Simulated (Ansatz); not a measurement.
## RbAlZn2Cl2O3: complex band structure

Wanted: the relaxed cell of RbAlZn2Cl2O3, its band edges and its decay constants. It is built by putting Rb for K, Al for B in the KZn2BCl2O3 structure of space group R32, with the volume rescaled by atomic radii. The parent structure comes from the Materials Project.

Calculated with Ansatz 0.2.0; PBE DFT, plane waves, PAW files, in the first sound run; inputs show where later runs differ.

Most raw output is cut from this account.

The structure was built from a prototype and need not be the compound's stable phase.

## 1. The structure

Symmetry: R32, No. 155, trigonal system. The conventional cell has a = 5.186 Å, b = 5.186 Å, c = 28.178 Å, α = 90.00°, β = 90.00°, γ = 120.00°. Rb has 6 Cl at 3.38 Å nearest. Nearest to Zn lie 3 O at 2.05 Å and 1 Cl at 2.36 Å. Nearest to Al lie 3 O at 1.43 Å. Nearest to Cl lie 1 Zn at 2.36 Å and 3 Rb at 3.38 Å. Nearest to O lie 1 Al at 1.43 Å and 2 Zn at 2.05 Å. It derives from KZn2BCl2O3. Rb for K, Al for B in the KZn2BCl2O3 structure of space group R32. Farther neighbours and most contacts between anions are not listed.

## 2. Cell and atoms at rest

The substituted atoms don't fit the parent's cell, so cell and atoms relax together. A small smearing keeps the run stable in case the gap closes on the way.

File input.yaml:

```yaml
crystal:
  lattice:
    - [2.5927588294, 1.4969300081, 9.3925863049]
    - [-2.5927588294, 1.4969300081, 9.3925863049]
    - [0.0, -2.9938600162, 9.3925863049]
  atoms:
    - { symbol: Rb, position: [0.5, 0.5, 0.5] }
    - { symbol: Zn, position: [0.305716, 0.305716, 0.305716] }
    - { symbol: Zn, position: [0.694284, 0.694284, 0.694284] }
    - { symbol: Al, position: [0.0, 0.0, 0.0] }
    - { symbol: Cl, position: [0.221962, 0.221962, 0.221962] }
    - { symbol: Cl, position: [0.778038, 0.778038, 0.778038] }
    - { symbol: O, position: [0.723321, 0.0, 0.276679] }
    - { symbol: O, position: [0.0, 0.276679, 0.723321] }
    - { symbol: O, position: [0.276679, 0.723321, 0.0] }
kpoints:
  mp_grid: { grid: [6, 6, 6] }
scf:
  occupations: { method: gaussian, width: 0.03 }
hamiltonian:
  xc: pbe
output:
  forces: true
  stress: true
relax:
  f_tol: 0.02
  max_steps: 60
  cell: {}
```

Run with:

```
$ ansatz run input.yaml --threads 2 --pin off --max-ram 4096MiB --backend cpu --events-out ev --progress --plain --runs-dir out
```

Run time: 37 s. Hardware: 2 threads of AMD EPYC 9R45, shared host; peak memory 0.7 GiB.

Relaxation path:

```csv
step,energy less that of the first step (eV),largest force component (eV/Å),pressure (GPa),volume (Å³)
1,0.0000,16.3743,13.96,218.73
2,-3.7059,7.3146,6.50,220.96
3,-5.0017,2.4654,2.54,221.57
4,-5.2242,0.6575,0.78,221.87
5,-5.2446,0.0992,-0.06,222.90
6,-5.2452,0.0082,0.00,222.75
7*,-5.2625,0.0072,0.12,222.75
8,-5.2634,0.0069,0.04,222.75
9,-5.2639,0.0035,0.00,222.46
10*,-5.2635,0.0034,0.00,222.46
```

Relaxation steps marked * repeat the geometry before them on a plane-wave basis chosen anew for their cell, so energy and pressure can jump there.

The run keeps the 6 symmetry operations that it works with, so distortions that break them were not tested.

```csv
"conventional cell, symmetrised",before,after,change
a (Å),5.186,5.416,+4.4 %
b (Å),5.186,5.416,+4.4 %
c (Å),28.178,26.272,-6.8 %
volume (Å³/atom),24.30,24.72,+1.7 %
```

The atoms that moved most (Å, as changes of fractional coordinates times the final cell):

```csv
atom,dx,dy,dz,length
O9,0.209,0.000,0.000,0.209
O7,-0.105,-0.181,0.000,0.209
O8,-0.105,0.181,0.000,0.209
Zn3,0.000,0.000,-0.067,0.067
Zn2,0.000,0.000,0.067,0.067
Cl6,0.000,0.000,0.038,0.038
Cl5,0.000,0.000,-0.038,0.038
```

Final coordinates:

```cif
data_structure
_symmetry_space_group_name_H-M 'P 1'
_symmetry_Int_Tables_number 1
_cell_length_a 9.2988
_cell_length_b 9.2988
_cell_length_c 9.2988
_cell_angle_alpha 33.862
_cell_angle_beta 33.862
_cell_angle_gamma 33.862
_cell_volume 222.46
loop_
_atom_site_label
_atom_site_type_symbol
_atom_site_fract_x
_atom_site_fract_y
_atom_site_fract_z
_atom_site_occupancy
Rb1 Rb 0.50000 0.50000 0.50000 1
Zn2 Zn 0.30826 0.30826 0.30826 1
Zn3 Zn 0.69174 0.69174 0.69174 1
Al4 Al 0.00000 0.00000 0.00000 1
Cl5 Cl 0.22050 0.22050 0.22050 1
Cl6 Cl 0.77950 0.77950 0.77950 1
O7 O 0.68467 0.00000 0.31533 1
O8 O 0.00000 0.31533 0.68467 1
O9 O 0.31533 0.68467 0.00000 1
```

This step gave:

```yaml
free_energy: -14313.1119 eV
fermi_energy: 2.412 eV
pressure: -0.001926 GPa
```

The largest force component on a free atom ends at 0.0034 eV/Å.

## 3. The bulk crystal and its band edges

The energy window and the wavevectors of the next steps follow from the band edges, so these are searched first, off the mesh as well.

File input.yaml:

```yaml
crystal:
  lattice:
    - [2.707998211, 1.5634634961, 8.757317196]
    - [-2.707998211, 1.5634634961, 8.757317196]
    - [0.0, -3.1269269922, 8.757317196]
  atoms:
    - { symbol: Rb, position: [0.5, 0.5, 0.5] }
    - { symbol: Zn, position: [0.3082575851, 0.3082575851, 0.3082575851] }
    - { symbol: Zn, position: [0.6917424149, 0.6917424149, 0.6917424149] }
    - { symbol: Al, position: [0.0, 0.0, 0.0] }
    - { symbol: Cl, position: [0.2204984704, 0.2204984704, 0.2204984704] }
    - { symbol: Cl, position: [0.7795015296, 0.7795015296, 0.7795015296] }
    - { symbol: O, position: [0.6846737938, 0.0, 0.3153262062] }
    - { symbol: O, position: [0.0, 0.3153262062, 0.6846737938] }
    - { symbol: O, position: [0.3153262062, 0.6846737938, 0.0] }
kpoints:
  mp_grid: { grid: [6, 6, 6] }
  band_path: { path: [VBM, CBM], npoints: 30 }
scf:
  occupations: { method: fixed }
hamiltonian:
  xc: pbe
output:
  eigenvalues: true
  write_potential: true
  write_density: true
  volumetric_format: npy
```

The job ended after 16 s (2 threads; peak memory 0.64 GiB).

Numbers from this step:

```yaml
free_energy: -14313.1122 eV
fermi_energy: 0.7640 eV
gap_on_the_k_mesh: 3.296 eV
gap_on_path: 3.296 eV, by band count; negative where bands overlap
direct_gap_on_path: 3.324 eV
edge_places_on_path: 0, 0.7734 1/A along the path
```

Electronic bands along the path, in eV, zero at the Fermi level (highest filled level under fixed occupations); v1 is the highest filled band, c1 the lowest empty one:

```csv
point,v4,v3,v2,v1,c1,c2,c3,c4
VBM,-0.42,-0.14,-0.11,0.00,5.59,6.31,6.36,6.64
halfway,-0.51,-0.35,-0.13,-0.04,4.32,6.35,7.15,7.35
CBM,-0.33,-0.12,-0.03,-0.03,3.30,6.33,6.50,8.03
```

The searched edges give 3.30 eV, as on the mesh.

## 4. Complex bands

This step: PBE DFT, plane waves, PAW files; complex bands by layer matching along the plane's normal (Ansatz 0.2.0).

The same crystal is laid in a cell whose first two vectors span the (001) plane (indices of the standard conventional cell, whose axes can be ordered otherwise than in the bulk input). At fixed energy and wavevector in the plane the solver finds all kz, real and complex. A few wavevectors are listed, (0, 0), (-0.3333, 0.3333) and (0.5, 0) in units of the plane's reciprocal vectors; the slowest state needn't be among them.

File input.yaml:

```yaml
crystal:
  lattice:
    - [5.415996422, 0.0, 0.0]
    - [2.707998211, 4.690390488, 0.0]
    - [2.707998211, 1.563463496, 8.757317196]
  atoms:
    - { symbol: Rb, position: [0.5, 0.5, 0.5] }
    - { symbol: Zn, position: [0.6917424149, 0.6917424149, 0.9247727553] }
    - { symbol: Zn, position: [0.3082575851, 0.3082575851, 0.0752272447] }
    - { symbol: Al, position: [0.0, 0.0, 0.0] }
    - { symbol: Cl, position: [0.7795015296, 0.7795015296, 0.6614954112] }
    - { symbol: Cl, position: [0.2204984704, 0.2204984704, 0.3385045888] }
    - { symbol: O, position: [0.0, 0.6846737938, 0.0] }
    - { symbol: O, position: [0.6846737938, 0.3153262062, 0.0] }
    - { symbol: O, position: [0.3153262062, 0.0, 0.0] }
kpoints:
  mp_grid: { grid: [6, 6, 6] }
scf:
  occupations: { method: fixed }
hamiltonian:
  xc: pbe
output:
  eigenvalues: true
  transmission:
    leads: [[0, 0]]
    kpoints: [[0.0, 0.0], [-0.3333, 0.3333], [0.5, 0.0]]
    e_range: [-1.0, 4.3]
    de: 0.13
```

Run time: 25 s. Hardware: 2 threads; peak memory 0.9 GiB; 40 s of CPU time.

This step gave:

```yaml
level_to_which_the_leads_are_filled: 1.648 eV from the Fermi level
decay_constant_at_the_filling_level_zone_centre: 0.357 Å⁻¹
decay_constant_at_the_filling_level_slowest_listed_point: 0.357 Å⁻¹
```

K parallel (0, 0); values up to 1.5 1/Å, a degenerate pair printed once or twice; energies at which all values exceed this have no row. Table of Im kz of the slowest decaying states by energy, zero at the highest filled level on the SCF mesh:

```csv
energy (eV),decay 1 (Å⁻¹),decay 2 (Å⁻¹),decay 3 (Å⁻¹),decay 4 (Å⁻¹)
-1.00,0.144,0.275,0.861,1.01
-0.74,0.169,0.862,0.942,-
-0.61,0.155,0.862,0.899,-
-0.35,0.792,0.860,-,-
-0.22,0.185,0.811,0.859,-
0.04,0.180,0.254,0.855,0.918
0.30,0.264,0.460,0.851,0.971
0.43,0.290,0.512,0.848,0.984
0.69,0.325,0.584,0.842,0.997
0.82,0.336,0.611,0.839,0.999
1.08,0.352,0.654,0.831,1.00
1.34,0.358,0.687,0.823,0.998
1.47,0.359,0.701,0.819,0.996
1.73,0.354,0.724,0.810,0.990
1.86,0.349,0.734,0.805,0.987
2.12,0.333,0.750,0.795,0.978
2.38,0.309,0.764,0.785,0.969
2.51,0.294,0.769,0.779,0.963
2.77,0.253,0.767,0.778,0.951
2.90,0.226,0.761,0.782,0.945
3.16,0.141,0.748,0.788,0.932
3.42,0.734,0.792,0.917,-
3.55,0.726,0.793,0.909,-
3.81,0.104,0.710,0.795,0.892
3.94,0.139,0.702,0.795,0.884
4.20,0.171,0.685,0.794,0.865
```

K parallel (-0.3333, 0.3333); values up to 1.5 1/Å, a degenerate pair printed once or twice; energies at which all values exceed this have no row. Table of Im kz of the slowest decaying states by energy, zero at the highest filled level on the SCF mesh:

```csv
energy (eV),decay 1 (Å⁻¹),decay 2 (Å⁻¹),decay 3 (Å⁻¹),decay 4 (Å⁻¹)
-1.00,0.221,0.221,0.973,0.973
-0.61,0.0995,0.0996,0.949,0.950
-0.22,0.174,0.174,1.08,1.08
0.04,0.202,0.202,1.13,1.13
0.17,0.321,1.13,1.13,1.14
0.43,0.436,0.436,1.07,1.07
0.82,0.535,0.535,1.04,1.04
1.21,0.601,0.601,1.02,1.02
1.60,0.652,1.00,1.00,1.22
1.99,0.700,0.700,1.03,1.03
2.38,0.771,0.771,0.860,0.860
2.77,0.743,0.743,0.841,0.841
3.03,0.722,0.722,0.832,0.832
3.42,0.703,0.703,0.802,0.802
3.81,0.688,0.688,0.761,0.761
4.20,0.683,0.683,0.702,0.702
```

K parallel (0.5, 0); values up to 1.5 1/Å, a degenerate pair printed once or twice; energies at which all values exceed this have no row. Im kz of the slowest decaying states against energy, zero at the highest filled level on the SCF mesh:

```csv
energy (eV),decay 1 (Å⁻¹),decay 2 (Å⁻¹),decay 3 (Å⁻¹),decay 4 (Å⁻¹)
-1.00,0.122,0.352,0.380,0.810
-0.74,0.169,0.469,0.684,0.818
-0.48,0.0841,0.269,0.506,0.858
-0.22,0.210,0.777,0.878,0.999
0.04,0.199,0.439,0.867,0.874
0.30,0.363,0.558,0.864,0.910
0.56,0.445,0.626,0.853,0.933
0.82,0.502,0.672,0.840,0.945
1.08,0.546,0.706,0.827,0.952
1.34,0.579,0.731,0.813,0.956
1.60,0.606,0.750,0.798,0.958
1.86,0.626,0.764,0.783,0.961
2.12,0.642,0.768,0.773,0.966
2.38,0.652,0.752,0.779,0.975
2.64,0.658,0.736,0.782,0.994
2.90,0.659,0.719,0.782,1.06
3.16,0.655,0.702,0.781,1.05
3.42,0.646,0.683,0.778,1.03
3.68,0.632,0.664,0.775,1.01
3.94,0.612,0.643,0.771,0.981
4.20,0.584,0.621,0.766,0.952
```

At the listed wavevectors the last open channel is at -0.09 eV and the next at +3.42 eV on the grid. At +1.60 eV, the grid energy nearest the filling level (the middle of the gap on the SCF mesh), the slowest state at the listed wavevectors decays with κ = 0.357 Å⁻¹, its amplitude falling by e over 2.8 Å. Through 1 nm of this crystal that state's transmission falls by exp(−2 × 0.357 Å⁻¹ × 10 Å) = 7.9e-4.

## 5. Decay over the two-dimensional zone

The listed points could miss the slowest state, so one energy near mid-gap is solved on a mesh of 10×10.

input.yaml: that of step 4 with these lines changed.

```diff
@@ -23,6 +23,2 @@
   eigenvalues: true
-  transmission:
-    leads: [[0, 0]]
-    kpoints: [[0.0, 0.0], [-0.3333, 0.3333], [0.5, 0.0]]
-    e_range: [-1.0, 4.3]
-    de: 0.13
+  transmission: { leads: [[0, 0]], kmesh: [10, 10], e_range: [1.65, 1.66], de: 0.05 }
```

Run time: 15 s. Hardware: 2 threads; peak memory 0.99 GiB; 29 s of CPU time.

This step gave:

| Item | Value |
| --- | --- |
| least decay constant on the mesh | 0.3559 Å⁻¹ |

Slowest decay constant (1/Å; 0 where a channel is open) over k1 and k2. At 1.6500 eV from the Fermi level.

Values, 10 rows by 10 columns:
```
0.617 0.656 0.658 0.656 0.617 0.610 0.632 0.628 0.632 0.610
0.630 0.658 0.658 0.630 0.632 0.575 0.547 0.547 0.575 0.632
0.630 0.656 0.630 0.628 0.547 0.470 0.443 0.470 0.547 0.628
0.617 0.617 0.632 0.547 0.443 0.386 0.386 0.443 0.547 0.632
0.610 0.610 0.575 0.470 0.386 0.356 0.386 0.470 0.575 0.610
0.617 0.632 0.547 0.443 0.386 0.386 0.443 0.547 0.632 0.617
0.630 0.628 0.547 0.470 0.443 0.470 0.547 0.628 0.630 0.656
0.630 0.632 0.575 0.547 0.547 0.575 0.632 0.630 0.658 0.658
0.617 0.610 0.632 0.628 0.632 0.610 0.617 0.656 0.658 0.656
0.610 0.617 0.630 0.630 0.617 0.610 0.617 0.630 0.630 0.617
```
Columns: k1 (b1) from -0.5 to 0.4; rows upwards: k2 (b2) from -0.5 to 0.4.

The least value on the mesh is 0.356 Å⁻¹ at +1.65 eV. At that energy the listed points give about 0.356 Å⁻¹ by interpolation, so the mesh holds no clearly slower state.

## 6. Band edges at another level

This step: PBEsol DFT, plane waves, PAW files (Ansatz 0.2.0).

The edges again with PBEsol, at the same atoms.

File input.yaml:

```yaml
crystal:
  lattice:
    - [2.707998211, 1.5634634961, 8.757317196]
    - [-2.707998211, 1.5634634961, 8.757317196]
    - [0.0, -3.1269269922, 8.757317196]
  atoms:
    - { symbol: Rb, position: [0.5, 0.5, 0.5] }
    - { symbol: Zn, position: [0.3082575851, 0.3082575851, 0.3082575851] }
    - { symbol: Zn, position: [0.6917424149, 0.6917424149, 0.6917424149] }
    - { symbol: Al, position: [0.0, 0.0, 0.0] }
    - { symbol: Cl, position: [0.2204984704, 0.2204984704, 0.2204984704] }
    - { symbol: Cl, position: [0.7795015296, 0.7795015296, 0.7795015296] }
    - { symbol: O, position: [0.6846737938, 0.0, 0.3153262062] }
    - { symbol: O, position: [0.0, 0.3153262062, 0.6846737938] }
    - { symbol: O, position: [0.3153262062, 0.6846737938, 0.0] }
kpoints:
  mp_grid: { grid: [6, 6, 6] }
  band_path: { path: [VBM, CBM], npoints: 30 }
scf:
  occupations: { method: fixed }
hamiltonian:
  xc: pbesol
output:
  eigenvalues: true
```

The job ended after 14 s (2 threads; peak memory 0.63 GiB).

This step gave:

* free energy: -14115.9564 eV
* Fermi energy: 0.6708 eV
* gap on the k-mesh: 3.224 eV
* gap on path: 3.224 eV, by band count; negative where bands overlap
* direct gap on path: 3.260 eV
* edge places on path: 0, 0.7112 1/A along the path

Electronic bands along the path, in eV, zero at the Fermi level (highest filled level under fixed occupations); v1 is the highest filled band, c1 the lowest empty one:

```csv
point,v4,v3,v2,v1,c1,c2,c3,c4
VBM,-0.48,-0.18,-0.13,0.00,5.32,5.99,6.53,6.80
halfway,-0.43,-0.34,-0.12,-0.04,4.11,6.19,6.89,7.21
CBM,-0.33,-0.12,-0.04,-0.04,3.22,6.30,6.46,7.99
```

The searched edges give 3.22 eV, as on the mesh.

Between step 3 and this run (PBEsol) the value for the gap on path moves from 3.30 eV to 3.22 eV.

## 7. Complex bands at another level

This step: PBEsol DFT, plane waves, PAW files; complex bands by layer matching along the plane's normal (Ansatz 0.2.0).

The complex bands at that level, over its own gap, at (0, 0) and (-0.5, -0.5).

File input.yaml:

```yaml
crystal:
  lattice:
    - [5.415996422, 0.0, 0.0]
    - [2.707998211, 4.690390488, 0.0]
    - [2.707998211, 1.563463496, 8.757317196]
  atoms:
    - { symbol: Rb, position: [0.5, 0.5, 0.5] }
    - { symbol: Zn, position: [0.6917424149, 0.6917424149, 0.9247727553] }
    - { symbol: Zn, position: [0.3082575851, 0.3082575851, 0.0752272447] }
    - { symbol: Al, position: [0.0, 0.0, 0.0] }
    - { symbol: Cl, position: [0.7795015296, 0.7795015296, 0.6614954112] }
    - { symbol: Cl, position: [0.2204984704, 0.2204984704, 0.3385045888] }
    - { symbol: O, position: [0.0, 0.6846737938, 0.0] }
    - { symbol: O, position: [0.6846737938, 0.3153262062, 0.0] }
    - { symbol: O, position: [0.3153262062, 0.0, 0.0] }
kpoints:
  mp_grid: { grid: [6, 6, 6] }
scf:
  occupations: { method: fixed }
hamiltonian:
  xc: pbesol
output:
  eigenvalues: true
  transmission:
    leads: [[0, 0]]
    kpoints: [[0.0, 0.0], [-0.5, -0.5]]
    e_range: [-1.0, 4.22]
    de: 0.13
```

Elapsed: 18 s, on 2 threads; peak memory 0.86 GiB; 29 s of CPU time.

This step gave:

```
level to which the leads are filled                       : 1.612 eV from the Fermi level
decay constant at the filling level, zone centre          : 0.3504 Å⁻¹
decay constant at the filling level, slowest listed point : 0.3504 Å⁻¹
```

K parallel (0, 0); values up to 1.5 1/Å, a degenerate pair printed once or twice; energies at which all values exceed this have no row. The Im kz of the slowest decaying states by energy, zero at the highest filled level on the SCF mesh:

```csv
energy (eV),decay 1 (Å⁻¹),decay 2 (Å⁻¹),decay 3 (Å⁻¹),decay 4 (Å⁻¹)
-1.00,0.144,0.279,0.862,1.01
-0.74,0.167,0.863,0.937,-
-0.61,0.152,0.863,0.893,-
-0.35,0.789,0.861,-,-
-0.22,0.156,0.817,0.859,1.50
0.04,0.177,0.255,0.855,0.921
0.30,0.260,0.454,0.850,0.972
0.43,0.285,0.505,0.847,0.984
0.69,0.320,0.577,0.841,0.996
0.82,0.332,0.604,0.838,0.998
1.08,0.346,0.647,0.830,0.999
1.34,0.352,0.680,0.822,0.997
1.47,0.352,0.693,0.818,0.995
1.73,0.347,0.716,0.809,0.989
1.86,0.341,0.726,0.804,0.985
2.12,0.324,0.743,0.794,0.977
2.38,0.299,0.756,0.783,0.967
2.51,0.282,0.761,0.777,0.961
2.77,0.238,0.765,0.770,0.949
2.90,0.207,0.759,0.774,0.943
3.16,0.0984,0.746,0.779,0.929
3.42,0.731,0.783,0.915,-
3.55,0.724,0.784,0.907,-
3.81,0.128,0.708,0.786,0.89
3.94,0.153,0.700,0.785,0.881
4.20,0.177,0.682,0.784,0.863
```

K parallel (-0.5, -0.5); values up to 1.5 1/Å, a degenerate pair printed once or twice; energies at which all values exceed this have no row. Im kz of the slowest decaying states against energy, zero at the highest filled level on the SCF mesh:

```csv
energy (eV),decay 1 (Å⁻¹),decay 2 (Å⁻¹),decay 3 (Å⁻¹),decay 4 (Å⁻¹)
-1.00,0.112,0.347,0.428,0.807
-0.74,0.187,0.438,0.690,0.821
-0.48,0.311,0.391,0.866,0.992
-0.22,0.190,0.785,0.882,0.999
0.04,0.179,0.209,0.432,0.872
0.30,0.357,0.551,0.863,0.913
0.56,0.440,0.620,0.851,0.936
0.82,0.497,0.666,0.838,0.948
1.08,0.539,0.700,0.825,0.955
1.34,0.573,0.725,0.810,0.959
1.60,0.599,0.743,0.795,0.961
1.86,0.619,0.757,0.780,0.964
2.12,0.634,0.764,0.767,0.969
2.38,0.644,0.748,0.773,0.978
2.64,0.650,0.732,0.775,0.997
2.90,0.650,0.714,0.775,1.06
3.16,0.646,0.697,0.774,1.05
3.42,0.637,0.678,0.771,1.03
3.68,0.623,0.658,0.767,1.01
3.94,0.602,0.636,0.762,0.987
4.20,0.575,0.613,0.756,0.956
```

At the listed wavevectors the last open channel is at -0.09 eV and the next at +3.29 eV on the grid. At +1.60 eV, the grid energy nearest the filling level (the middle of the gap on the SCF mesh), the slowest state at the listed wavevectors decays with κ = 0.350 Å⁻¹, its amplitude falling by e over 2.9 Å; the first such run, plane (001), gave 0.357 Å⁻¹ over as many of its listed wavevectors.

## 8. Results

```json
{
 "band gap": "3.30 eV",
 "least decay constant at mid-gap, normal to (001)": "0.357 Å⁻¹",
 "least decay constant on a mesh, normal to (001)": "0.356 Å⁻¹",
 "least decay constant, PBEsol": "0.350 Å⁻¹"
}
```

In words: With PBE, the slowest decay at the wavevectors tried is κ = 0.357 Å⁻¹, normal to (001). Through such a film the transmission near mid-gap falls as exp(−2κd), a factor of ten every 3.2 Å. A free electron under a barrier of half the gap would need a mass of 0.29 mₑ to decay at this rate. With PBEsol the gap goes from 3.30 to 3.22 eV and the decay constant, over the first 2 listed wavevectors (which shift with the band edges), from 0.357 to 0.350 Å⁻¹. The compound is made up by substitution; its stability against other phases and against distortions of the cell's symmetry was not tested. A semilocal functional narrows gaps, so real decay constants are likely larger.

[Logs are printed without paths, hosts, clocks, repeated set-up lines and the standing remarks that a program may print on its own settings, such as how far it seeks lower states.]

[Hosts, paths, dates, database ids (printed as entryN), source tags and the programs' standing remarks are cut or masked in the printed files.]
